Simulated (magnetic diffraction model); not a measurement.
## Cr₂CdAs₂: the ordered moment from one line

Space group I4/mmm (no. 139), a = 3.7150 Å, c = 11.5690 Å.

| site | atom | x | y | z |
| --- | --- | --- | --- | --- |
| 2a | Cd | 0 | 0 | 0 |
| 4e | As | 1/2 | 1/2 | 0.1452 |
| 4d | Cr | 1/2 | 0 | 1/4 |

The compound is invented for this exercise: a known structure type with other elements, its cell scaled to their sizes and not relaxed.

Only Cr is taken to order (form factors of Cr2+); orders and moment sizes are assumed, and not adapted to the symmetry. Radiation: neutrons of λ = 1.8 Å (absorption by Cd left out), 1.5° to 75°; isotropic B of 0.41 Å² (Cd), 0.48 Å² (As) and 0.4 Å² (Cr). The intensities are simulated: I ∝ L Σ (|F_N|² + |F_M⊥|²) for unpolarised neutrons, with F_M = 2.695 fm/μB × Σ f(s) S exp(2πi Q·r) exp(−B s²) at Q = H ± k (one set where k and −k are equivalent), only the part normal to Q counting and L = 1/(sin²θ cos θ). For a modulated order the moment at position r is S exp(−2πi k·r) + c.c., with S = m/2 for a sine wave of amplitude m and S = m(u + iv)/2 for moments turning in a plane, u and v being orthogonal unit vectors in it; the phase factor of the sum at Q = H + k is then exp(2πi H·r). Form factors are spin-only for 3d ions and dipole or tabulated for f ions, scattering lengths are Sears's of 1992, and absorption is left out. A label names one of the reflections at its angle. The strongest nuclear line in the range is 100, and lines under 0.2 are left out.

In a first state the assumed order is k = (0 0 1/5), moments turning in the plane of [100] and [010], 1.86 μB on Cr; signs + at (1/2, 0, 1/4), + at (0, 1/2, 1/4), with this pattern:

```tsv
2θ (°)	index	nuclear	magnetic
1.78	(0 0 1/5)	0.0	1978.5
16.10	(0 0 9/5)	0.0	21.1
17.90	(0 0 2)	12.9	0.0
19.71	(0 0 11/5)	0.0	13.2
29.48	(1 0 1)	6.0	0.0
34.39	(0 0 19/5)	0.0	2.9
38.14	(0 0 21/5)	0.0	2.1
39.31	(1 0 3)	100.0	0.0
40.07	(1 1 0)	19.4	0.0
40.12	(1 1 1/5)	0.0	3.5
43.45	(1 1 9/5)	0.0	3.0
44.21	(1 1 2)	22.0	0.0
45.04	(1 1 11/5)	0.0	2.8
53.64	(0 0 29/5)	0.0	0.6
53.81	(1 1 19/5)	0.0	1.7
54.55	(1 0 5)	9.1	0.0
```
(The table stops after 16 lines; 17 more lie at higher angle.)

**Question.** Nearer the ordering temperature the line at 1.78° has total intensity 494.6 on the same scale, and all moments have shrunk alike. How large is the Cr moment?

The nuclear part, 0.0, stays, so the magnetic part is 494.6 against 1978.5. It goes as m², so m = 1.86 × √(494.6/1978.5) = 0.93 μB; the value used was 0.93 μB.

[Logs are printed without paths, hosts, clocks, repeated set-up lines and the standing remarks that a program may print on its own settings, such as how far it seeks lower states.]
